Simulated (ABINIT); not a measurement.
Planning a run of ABINIT 10.8.3 on BiOCl (P4/nmm). The input:

```
acell 3*1.0 Angstrom
rprim 
  3.885510000000 0.000000000000 0.000000000000
  0.000000000000 3.885510000000 0.000000000000
  0.000000000000 0.000000000000 7.348900000000
ntypat 3
znucl 83 17 8
natom 6
typat 1 1 2 2 3 3
xred 
  0.500000000000 0.000000000000 0.329040000000
  0.000000000000 0.500000000000 0.670960000000
  0.000000000000 0.500000000000 0.147200000000
  0.500000000000 0.000000000000 0.852800000000
  0.000000000000 0.000000000000 0.500000000000
  0.500000000000 0.500000000000 0.500000000000
pp_dirpath "pseudos"
pseudos "Bi.upf, Cl.upf, O.upf"
ecut 36
ngkpt 4 4 2
nshiftk 1
shiftk 0 0 0
kptopt 1
chksymbreak 0
istwfk *1
occopt 1
irdwfk 1
optdriver 4
nband 111
gwcalctyp 0
ecutsigx 36
symsigma 1
nkptgw 3
kptgw 
  0.5000000000 0.0000000000 0.5000000000
  0.0000000000 0.0000000000 0.5000000000
  0.0000000000 0.0000000000 0.0000000000
bdgw 
  27 30
  27 30
  27 30
ecuteps 4.5
irdscr 1
ppmodel 1
gw_icutcoul 3
indata_prefix "in"
outdata_prefix "out"
tmpdata_prefix "tmp"
```

```sh
OMP_NUM_THREADS=1 mpirun -n 8 abinit run.abi > log
```

Estimate wall time and host memory on 8 MPI ranks of Arm Neoverse N1, shared host.

It took 38 s; on shared hardware allow 19 s to 76 s. Peak host memory was 2.6 GiB.

[Paths, hosts, dates, memory and timing lines, banners, echoed tables and standing remarks are left out of the program output.]

[Logs are printed without paths, hosts, clocks, repeated set-up lines and the standing remarks that a program may print on its own settings, such as how far it seeks lower states.]

[Runs of the session that timed out or met a known fault of the program may be left out.]

[Hosts, paths, dates, database ids (printed as entryN), source tags and the programs' standing remarks are cut or masked in the printed files.]

[G0W0 gaps are taken among the corrected bands and points alone; a level outside them can change the order at an edge.]

[Where Ansatz stands beside ABINIT at settings called matched, ABINIT's density can come from a denser mesh and the files from another edition; pairs whose starting gaps differed by over 0.03 eV were left out, so agreement reads better than it is.]
